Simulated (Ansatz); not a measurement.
**SiC (Moissanite, P6_3mc): zone-centre modes under pressure**

Wanted: Grüneisen parameters and pressure coefficients of the modes of SiC (Moissanite, P6_3mc).

Program: Ansatz 0.2.0. Level of theory: DFT LDA, scalar-relativistic, plane waves, PAW; PAW set soft_1. Results are calculated unless marked as measured.

## 1. Starting point

It takes space group P6_3mc (No. 186, hexagonal). The conventional cell has a = 3.076 Å, b = 3.076 Å, c = 5.048 Å, α = 90.00°, β = 90.00°, γ = 120.00°. Nearest to C lie 4 Si at 1.87 to 1.94 Å. Nearest to Si lie 4 C at 1.87 to 1.94 Å. Farther neighbours are not listed.

As a file:

```cif
data_structure
_symmetry_space_group_name_H-M 'P 1'
_symmetry_Int_Tables_number 1
_cell_length_a 3.0760
_cell_length_b 3.0760
_cell_length_c 5.0480
_cell_angle_alpha 90.000
_cell_angle_beta 90.000
_cell_angle_gamma 120.000
_cell_volume 41.36
loop_
_atom_site_label
_atom_site_type_symbol
_atom_site_fract_x
_atom_site_fract_y
_atom_site_fract_z
_atom_site_occupancy
C1 C 0.33333 0.66667 0.38500 1
C2 C 0.66667 0.33333 0.88500 1
Si3 Si 0.33333 0.66667 0.00000 1
Si4 Si 0.66667 0.33333 0.50000 1
```

## 2. A rough relaxation first

A rough relaxation comes first, because large forces or stress need no tight tolerances yet.

input.yaml reads:

```yaml
crystal:
  lattice:
    - [3.076, 0.0, 0.0]
    - [-1.538, 2.663894142, 0.0]
    - [0.0, 0.0, 5.048]
  atoms:
    - { symbol: C, position: [0.33333333, 0.66666667, 0.385] }
    - { symbol: C, position: [0.66666667, 0.33333333, 0.885] }
    - { symbol: Si, position: [0.33333333, 0.66666667, 0.0] }
    - { symbol: Si, position: [0.66666667, 0.33333333, 0.5] }
kpoints:
  mp_grid: { grid: [9, 9, 4] }
hamiltonian:
  xc: lda
  pseudopotentials: { kind: paw, azcp: { folder: soft_1 }, xc_functional: pbe }
scf:
  occupations: { method: gaussian, width: 0.1 }
output:
  forces: true
  stress: true
  eigenvalues: true
relax:
  adjacent_minimum: "off"
  f_tol: 0.05
  max_steps: 80
  cell: { stress_tol: 0.5 }
```

Run with:

```console
$ ansatz run input.yaml --threads 4 --pin off --max-ram 16384MiB --backend cpu --events-out ev --progress --plain --runs-dir out
```

Numbers of over 12 decimals in the logs are rounded to 6 here.

The program printed:

```text
The last accepted step is kept in <dir> (removed where the run ends without a failure and the disk answers)
Engine: ansatz 0.2.0, x86_64-unknown-linux-gnu
Pseudopotentials: kind: paw
Pseudopotential: C, paw, valence charge 4, recommended cutoff 420 eV (normal), soft_1/C.paw.azcp
Pseudopotential: Si, paw, valence charge 4, recommended cutoff 420 eV (normal), soft_1/Si.paw.azcp
Functional definition: SPW92
[...]
cell:  # Å, volume = 40.5796 Å³
    - [3.056684, 0.0, 0]
    - [-1.528342, 2.647166, 0]
    - [0, 0.0, 5.015059]
  atoms:
    - { symbol: C, position: [0.333333, 0.666667, 0.380437] }
    - { symbol: C, position: [0.666667, 0.333333, 0.880437] }
    - { symbol: Si, position: [0.333333, 0.666667, 0.00456301] }
    - { symbol: Si, position: [0.666667, 0.333333, 0.504563] }
[key lines of the parts left out:]
SCF converged after 4 iterations
Free energy (F): -1704.401506 eV
Fermi energy:    10.706527 eV
P = ⅓ Tr σ = 0.0037 GPa (0.037 kbar)
```

Elapsed: 1.9 s, on 4 threads of Intel Xeon 6975P-C (Granite Rapids), shared host; peak memory 0.36 GiB; 6.4 s of CPU time.

Relaxation path:

```tsv
step	energy less that of the first step (eV)	largest force component (eV/Å)	pressure (GPa)	volume (Å³)
1	0.0000	0.7317	-3.97	41.36
2	-0.0293	0.4338	-1.82	40.95
3	-0.0421	0.1659	1.22	40.38
4	-0.0464	0.0018	0.04	40.58
5*	-0.0455	0.0017	0.00	40.58
```

Relaxation steps marked * repeat the geometry before them on a plane-wave basis chosen anew for their cell, so energy and pressure can jump there.

The run keeps the 12 symmetry operations that it works with, so distortions that break them were not tested.

```tsv
conventional cell, symmetrised	before	after	change
a (Å)	3.076	3.057	-0.6 %
b (Å)	3.076	3.057	-0.6 %
c (Å)	5.048	5.015	-0.7 %
volume (Å³/atom)	10.34	10.14	-1.9 %
```

The atoms that moved most (Å, as changes of fractional coordinates times the final cell):

```tsv
atom	dx	dy	dz	length
C2	0.000	0.000	-0.023	0.023
Si3	0.000	0.000	0.023	0.023
Si4	0.000	0.000	0.023	0.023
C1	0.000	0.000	-0.023	0.023
```

A gap read on the k-mesh alone can miss the band edges.

Numbers from this step:

| Property | Result |
| --- | --- |
| pressure | 0.003655 GPa |
| gap on the k-mesh | 2.135 eV |
| volume per atom | 10.14 Å³ |

In this step the volume went from 10.34 to 10.14 Å³/atom.

## 3. Relaxation

The cell and atoms are relaxed, since residual forces and stress would shift the frequencies.

input.yaml, the sections that differ from step 2:

```yaml
crystal:
  lattice:
    - [3.0566838269, 0.0, 0.0]
    - [-1.5283419135, 2.6471658454, 0.0]
    - [0.0, 0.0, 5.0150588832]
  atoms:
    - { symbol: C, position: [0.3333333333, 0.6666666667, 0.3804369878] }
    - { symbol: C, position: [0.6666666667, 0.3333333333, 0.8804369878] }
    - { symbol: Si, position: [0.3333333333, 0.6666666667, 0.0045630122] }
    - { symbol: Si, position: [0.6666666667, 0.3333333333, 0.5045630122] }
kpoints:
  mp_grid: { grid: [12, 12, 6] }
scf:
  occupations: { method: gaussian, width: 0.02 }
relax:
  adjacent_minimum: "off"
  f_tol: 0.005
  max_steps: 80
  cell: { stress_tol: 0.05 }
# hamiltonian, output: as in step 2
```

The program printed:

```text
[...]
Crystal: 4 atoms, lattice volume = 40.580 Å³
Basis set: ecut = 420 eV, 785 PW (Γ)
Bands: 12, of which v1, the nominal top of the filled ones, is band 8 counted from 1 (7 counted from 0)
Symmetry: 12 space group operations
[...]
k-points: 76 of 864 (time reversal used)
[...]
--- Relaxed structure (2 steps of the walk, 2 accepted, 1 SCFs on fresh bases) ---
[...]
cell:  # Å, volume = 40.5799 Å³
    - [3.056307, 2.886395765539431e-11, 0]
    - [-1.528154, 2.646840, 0]
    - [0, 0.0, 5.016329]
  atoms:
    - { symbol: C, position: [0.333333, 0.666667, 0.380397] }
    - { symbol: C, position: [0.666667, 0.333333, 0.880397] }
    - { symbol: Si, position: [0.333333, 0.666667, 0.00460291] }
    - { symbol: Si, position: [0.666667, 0.333333, 0.504603] }
[key lines of the parts left out:]
SCF converged after 4 iterations
Free energy (F): -1704.401406 eV
Fermi energy:    10.705829 eV
P = ⅓ Tr σ = 0.0027 GPa (0.027 kbar)
```

It took 1.9 s on 4 threads; peak memory 0.42 GiB.

Little changed from the start: no atom moved by 0.005 Å and no cell edge by 0.1 %.

Numbers from this step:

| Item | Value |
| --- | --- |
| pressure | 0.002704 GPa |
| gap on the k-mesh | 2.130 eV |

In this step the volume went from 10.14 to 10.14 Å³/atom.

## 4. Tight relaxation

Phonons need small forces and stress, so the relaxation is finished with tight tolerances on 12×12×6 k points.

input.yaml, the sections that differ from step 3:

```yaml
crystal:
  lattice:
    - [3.0563073497, 0.0, 0.0]
    - [-1.5281536749, 2.6468398066, 0.0]
    - [0.0, 0.0, 5.016329206]
  atoms:
    - { symbol: C, position: [0.3333333333, 0.6666666667, 0.3803970945] }
    - { symbol: C, position: [0.6666666667, 0.3333333333, 0.8803970945] }
    - { symbol: Si, position: [0.3333333333, 0.6666666667, 0.0046029055] }
    - { symbol: Si, position: [0.6666666667, 0.3333333333, 0.5046029055] }
scf:
  occupations: { method: fixed }
relax:
  adjacent_minimum: "off"
  f_tol: 0.001
  max_steps: 60
  cell: { stress_tol: 0.01 }
# kpoints, hamiltonian, output: as in step 3
```

The program printed:

```text
[...]
Crystal: 4 atoms, lattice volume = 40.580 Å³
Basis set: ecut = 420 eV, 785 PW (Γ)
Bands: 12, of which v1, the nominal top of the filled ones, is band 8 counted from 1 (7 counted from 0)
Symmetry: 12 space group operations
[...]
k-points: 76 of 864 (time reversal used)
[...]
--- Relaxed structure (2 steps of the walk, 2 accepted, 1 SCFs on fresh bases) ---
[...]
cell:  # Å, volume = 40.5801 Å³
    - [3.056432, 2.8868723104150827e-11, 0]
    - [-1.528216, 2.646948, 0]
    - [0, 0, 5.015947]
  atoms:
    - { symbol: C, position: [0.333333, 0.666667, 0.380408] }
    - { symbol: C, position: [0.666667, 0.333333, 0.880408] }
    - { symbol: Si, position: [0.333333, 0.666667, 0.00459217] }
    - { symbol: Si, position: [0.666667, 0.333333, 0.504592] }
[key lines of the parts left out:]
SCF converged after 4 iterations
Free energy (F): -1704.401407 eV
Fermi energy:    9.640155 eV
P = ⅓ Tr σ = 0.0012 GPa (0.012 kbar)
```

The job ended after 1.7 s (4 threads; peak memory 0.41 GiB; 5.9 s of CPU time).

Little changed from the start: no atom moved by 0.005 Å and no cell edge by 0.1 %.

This step gave:

```yaml
pressure: 0.001228 GPa
gap_on_the_k_mesh: 2.132 eV
volume_per_atom: 10.15 Å³
```

The largest force component left is 0.61 meV/Å and the pressure is 0.001 GPa, within the tolerances set. The cell now holds 10.15 Å³/atom.

## 5. Zone-centre response at rest

The modes at rest are the reference of the series, and the response to a field gives the dielectric tensor and the Born charges.

input.yaml, the sections that differ from step 4:

```yaml
crystal:
  lattice:
    - [3.0564320082, 0.0, 0.0]
    - [-1.5282160041, 2.646947764, 0.0]
    - [0.0, 0.0, 5.0159470875]
  atoms:
    - { symbol: C, position: [0.3333333333, 0.6666666667, 0.3804078263] }
    - { symbol: C, position: [0.6666666667, 0.3333333333, 0.8804078263] }
    - { symbol: Si, position: [0.3333333333, 0.6666666667, 0.0045921737] }
    - { symbol: Si, position: [0.6666666667, 0.3333333333, 0.5045921737] }
output:
  eigenvalues: true
phonons:
  method: dfpt
  dielectric: true
  rigid_motions: translations
  raman: true
# kpoints, hamiltonian, scf: as in step 4
# relax: removed
```

The program printed:

```text
[...]
Crystal: 4 atoms, lattice volume = 40.580 Å³
Basis set: ecut = 420 eV, 785 PW (Γ), exchange–correlation on 48×48×72 points (8 copies of the dense FFT grid, shifted against one another)
Bands: 12, of which v1, the nominal top of the filled ones, is band 8 counted from 1 (7 counted from 0)
Symmetry: 12 space group operations
k-points: 242 of 864 (irreducible under 2 space group operations, time reversal used)
[...]
SCF iter   1: F=—  HF=-1707.609026 eV  |F-HF|=—  |Δ(HF+E_count)|=         —  Δρ=1.42e-1  dr2=9.81e0  ethr=3.10e-3  ⟨swp⟩=4.4  Hψ=16995  notcnv=0  defer=445
[...]
SCF iter   9: F=-1704.401408 eV  HF=-1704.401408 eV  |F-HF|=4.55e-13  |Δ(HF+E_count)|=  3.64e-11  Δρ=4.69e-8  dr2=6.56e-13  ethr=1.00e-12  ⟨swp⟩=8.7  Hψ=20404  notcnv=0
SCF 1 converged in 9 iterations: F = -1704.401408 eV  dr2 = 6.56e-13
[...]
DFPT response loops at Γ: preconditioner auto → Resta (q_TF=auto, 2.336 Å⁻¹)  ε∞=5.3 (no band partly filled); β = 1.00, the filter's whole step (`scf.mixing.beta` (0.50) is not read by the response loops at its default; to damp them type it under 1.00, their step now; it binds the ground state too); Broyden in place of MSR1
── the response to a field inside a basis, on 14×14×8 k-points: an SCF that follows is theirs, and a resumed run solves both again ──
Bands: 9, of which v1, the nominal top of the filled ones, is band 8 counted from 1 (7 counted from 0)
k-points: 224
[...]
Eigensolver: Dense (224 Hₖ)
SCF iter   1: F=—  HF=-1704.403708 eV  |F-HF|=—  |Δ(HF+E_count)|=         —  Δρ=1.31e-4  dr2=1.24e-6  ethr=1.00e-1
[...]
SCF iter   5: F=-1704.403708 eV  HF=-1704.403708 eV  |F-HF|=4.55e-13  |Δ(HF+E_count)|=  2.80e-11  Δρ=1.17e-7  dr2=2.24e-12  ethr=2.35e-12
SCF 1 converged in 5 iterations: F = -1704.403708 eV  dr2 = 2.24e-12
[...]
SCF converged after 9 iterations
Free energy (F): -1704.401408 eV
[...]
Internal energy: -1704.401408 eV  (E = F + TS)
E sigma→0 (E₀):  -1704.401408 eV
Fermi energy:    9.640155 eV
[...]
--- Band table (eV; the first three rows and the last of 242) ---
  k-point 0: bands = [... 4 lower, 8.3135, 9.5267, 9.6402, 9.6402, 14.5563, 16.0396, 16.3138, 16.3138]
  k-point 1: bands = [... 4 lower, 8.3901, 8.7972, 9.5368, 9.5368, 14.6801, 16.3578, 16.3578, 16.5550]
  k-point 2: bands = [... 4 lower, 8.6071, 8.6071, 9.2664, 9.2664, 15.0454, 16.3700, 16.5590, 16.5590]
  k-point 241: bands = [... 4 lower, 4.9245, 4.9245, 7.5692, 7.5692, 14.4635, 14.4635, 16.5018, 16.5018]
--- Phonons (Γ-DFPT): 4 representative perturbations + reference, on 242 of 864 k-points (Σ response iterations 12) ---
  k mesh reduced under 2 symmetry operations, with k and −k counted as one. Each operation leaves every solved perturbation unchanged. A smaller set is not considered because the run solves the response to a homogeneous field
  ASR residual: 2.888e-5 → 0.000e0 eV/Å²; symmetrization residual: 5.070e-7 eV/Å²
  ASR residual per site (eV/Å²): 2.89e-5 2.89e-5 9.82e-6 9.82e-6
  Γ frequencies (cm⁻¹): 0.00 0.00 0.00 257.97 257.97 599.32 767.89 767.89 771.26 801.33 801.33 841.08
  ε∞ (high-frequency dielectric tensor):
        6.892422    -0.000000    -0.000000
       -0.000000     6.892422    -0.000000
       -0.000000    -0.000000     7.243546
  ε⁰ (static dielectric tensor: ions relaxed, cell fixed):
       10.149900    -0.000000    -0.000000
       -0.000000    10.149900    -0.000000
       -0.000000    -0.000000    11.296693
  ε⁰ − ε∞ (ionic part):
        3.257478    -0.000000    -0.000000
       -0.000000     3.257478    -0.000000
       -0.000000    -0.000000     4.053147
  softest optical mode at Γ: 257.97 cm⁻¹; the repairs (sum rule, projections) moved no ω² at Γ by more than (0.89 cm⁻¹)²
  Born effective charges Z* (e; rows j = field, columns β = displacement):
    site 0:
        -2.69375    0.00000    0.00000
         0.00000   -2.69375   -0.00000
         0.00000    0.00000   -2.89202
    site 1:
        -2.69375    0.00000    0.00000
         0.00000   -2.69375    0.00000
         0.00000    0.00000   -2.89202
    site 2:
         2.69375   -0.00000   -0.00000
        -0.00000    2.69375    0.00000
        -0.00000   -0.00000    2.89202
    site 3:
         2.69375   -0.00000   -0.00000
        -0.00000    2.69375   -0.00000
        -0.00000   -0.00000    2.89202
  Z* charge neutrality: 5.028e-3 e pre-enforcement
  solved inside a basis spanned on kpoints, on 14×14×8 k-points transformed towards the longest dipole: ε∞ is read to err by 3.2e-2, Z* by 2.1e-2 e (field_mesh: kpoints solves on kpoints); Z* is corrected for what the basis lacks
  Raman tensors (in the event stream and the table raman_tensors.tsv): an entry may err by 1.8e-2 Å², one of the second-order susceptibility by 5.6e-2 pm/V (basis, points and sum rule); their sum over the sites missed zero by 8.079e-5 Å² ahead of its enforcement
  optical modes at Γ without the LO–TO term, one row a degenerate level:
      ω (cm⁻¹)  modes    IR ((D/Å)²/amu)  static Raman (Å⁴/amu)  depolarisation
        257.97      2             0.0000                 0.1552           0.750
        599.32      1             0.0000                 0.0000               —
        767.89      2             0.0000                19.7920           0.750
        771.26      1            45.8715                58.5369           0.748
        801.33      2            79.5950                16.6779           0.750
        841.08      1             0.0000                 0.0000               —
  optical modes at Γ + LO–TO along q̂ = [1.0000, 0.0000, 0.0000]:
      ω (cm⁻¹)  modes    IR ((D/Å)²/amu)  static Raman (Å⁴/amu)  depolarisation
        257.97      2             0.0000                 0.1552           0.750
        599.32      1             0.0000                 0.0000               —
        767.89      2             0.0000                19.7920           0.750
        771.26      1            45.8715                58.5369           0.748
        801.33      1            39.7975                 8.3389           0.750
        841.08      1             0.0000                 0.0000               —
        972.42      1            39.7975                35.6658           0.750
  optical modes at Γ + LO–TO along q̂ = [0.0000, 1.0000, 0.0000]:
      ω (cm⁻¹)  modes    IR ((D/Å)²/amu)  static Raman (Å⁴/amu)  depolarisation
        257.97      2             0.0000                 0.1552           0.750
        599.32      1             0.0000                 0.0000               —
        767.89      2             0.0000                19.7920           0.750
        771.26      1            45.8715                58.5369           0.748
        801.33      1            39.7975                 8.3389           0.750
        841.08      1             0.0000                 0.0000               —
        972.42      1            39.7975                35.6658           0.750
  optical modes at Γ + LO–TO along q̂ = [0.0000, 0.0000, 1.0000]:
      ω (cm⁻¹)  modes    IR ((D/Å)²/amu)  static Raman (Å⁴/amu)  depolarisation
        257.97      2             0.0000                 0.1552           0.750
        599.32      1             0.0000                 0.0000               —
        767.89      2             0.0000                19.7920           0.750
        801.33      2            79.5950                16.6779           0.750
        841.08      1             0.0000                 0.0000               —
        963.16      1            45.8715               113.9158           0.708
```

Elapsed: 60 s, on 4 threads; peak memory 1.5 GiB; 3.8 min of CPU time.

Numbers from this step:

* sum-rule residual before enforcement: 2.89e-5 eV/Å²
* miss of the charge sum rule: 0.005028 e
* estimated error of the dielectric tensor: 0.03188
* estimated error of the Born charges: 0.02090 e
* point group: 6mm
* highest optical mode at the zone centre (no LO-TO term): 841.1 cm⁻¹
* lowest optical zone-centre mode: 258.0 cm⁻¹
* mean high-frequency dielectric constant: 7.009
* largest Born charge (third of the trace): -2.760 e
* mean static dielectric constant: 10.53
* top of the zone-centre spectrum with the field: 972.4 cm⁻¹

Without the LO-TO term. Patterns of degenerate modes are one choice out of their space. Modes at Γ, with each element's share of the kinetic energy:

```tsv
mode	frequency (cm⁻¹)	symmetry	C %	Si %
1	0.0	acoustic	30	70
2	0.0	acoustic	30	70
3	0.0	acoustic	30	70
4	258.0	E2	26	74
5	258.0	E2	26	74
6	599.3	B1	0	100
7	767.9	E2	74	26
8	767.9	E2	74	26
9	771.3	A1	70	30
10	801.3	E1	70	30
11	801.3	E1	70	30
12	841.1	B1	100	0
```

Displacements in mode 5 (258.0 cm⁻¹), the largest set to 1:
```
C1  -0.92  0.00  0.00
C2   0.92  0.00  0.00
Si3  1.00  0.00  0.00
Si4 -1.00  0.00  0.00
```

Displacements in mode 8 (767.9 cm⁻¹), the largest set to 1:
```
C1  -1.00 -0.40  0.00
C2   1.00  0.40  0.00
Si3 -0.39 -0.15  0.00
Si4  0.39  0.15  0.00
```

Optical modes at the zone centre, without and with the macroscopic field of the longitudinal modes; each column is sorted by frequency, so a row need not hold one and the same mode. Modes with and without the field, by row:

```tsv
rank among optical modes	no field (cm⁻¹)	q along (1, 0, 0) (cm⁻¹)	q along (0, 0, 1) (cm⁻¹)
1	258	258	258
2	258	258	258
3	599.3	599.3	599.3
4	767.9	767.9	767.9
5	767.9	767.9	767.9
6	771.3	771.3	801.3
7	801.3	801.3	801.3
8	801.3	841.1	841.1
9	841.1	972.4	963.2
```

Born charge (rows field, columns displacement) (e), principal values of the symmetric part by kind of site:

```tsv
atom	atoms with these values	low	middle	high	mean
C1	2	-2.89	-2.69	-2.69	-2.76
Si3	2	2.69	2.69	2.89	2.76
```

In full for C1:

```
-2.69  0.00  0.00
 0.00 -2.69  0.00
 0.00  0.00 -2.89
```

High-frequency dielectric tensor:

```
6.89 0.00 0.00
0.00 6.89 0.00
0.00 0.00 7.24
```

Static dielectric tensor (ions relaxed, fixed cell):

```
10.15  0.00  0.00
 0.00 10.15  0.00
 0.00  0.00 11.30
```

Transverse modes. Infrared lines, with heights relative to the strongest:

```tsv
position (cm⁻¹)	label	relative intensity
258	E2	0.0
599	B1	0.0
768	E2	0.0
771	A1	58
801	E1	100
841	B1	0.0
```

Activity x (w_L - w)^4 (n + 1)/w, 532 nm, 300 K; modes without the macroscopic field alone. Raman lines, with heights relative to the strongest:

```tsv
position (cm⁻¹)	label	relative intensity
258	E2	1.2
599	B1	0.0
768	E2	34
771	A1	100
801	E1	27
841	B1	0.0
```

Before it was imposed, the acoustic sum rule was missed by 2.9e-5 eV/Å² and the charge sum rule by 0.0050 e. Small misses are needed for a sound result but don't prove that mesh and cutoff are converged. The lowest optical mode is real, 258 cm⁻¹.

[end of part 1 of 2]

[Logs are printed without paths, hosts, clocks, repeated set-up lines and the standing remarks that a program may print on its own settings, such as how far it seeks lower states.]

[Hosts, paths, dates, database ids (printed as entryN), source tags and the programs' standing remarks are cut or masked in the printed files.]
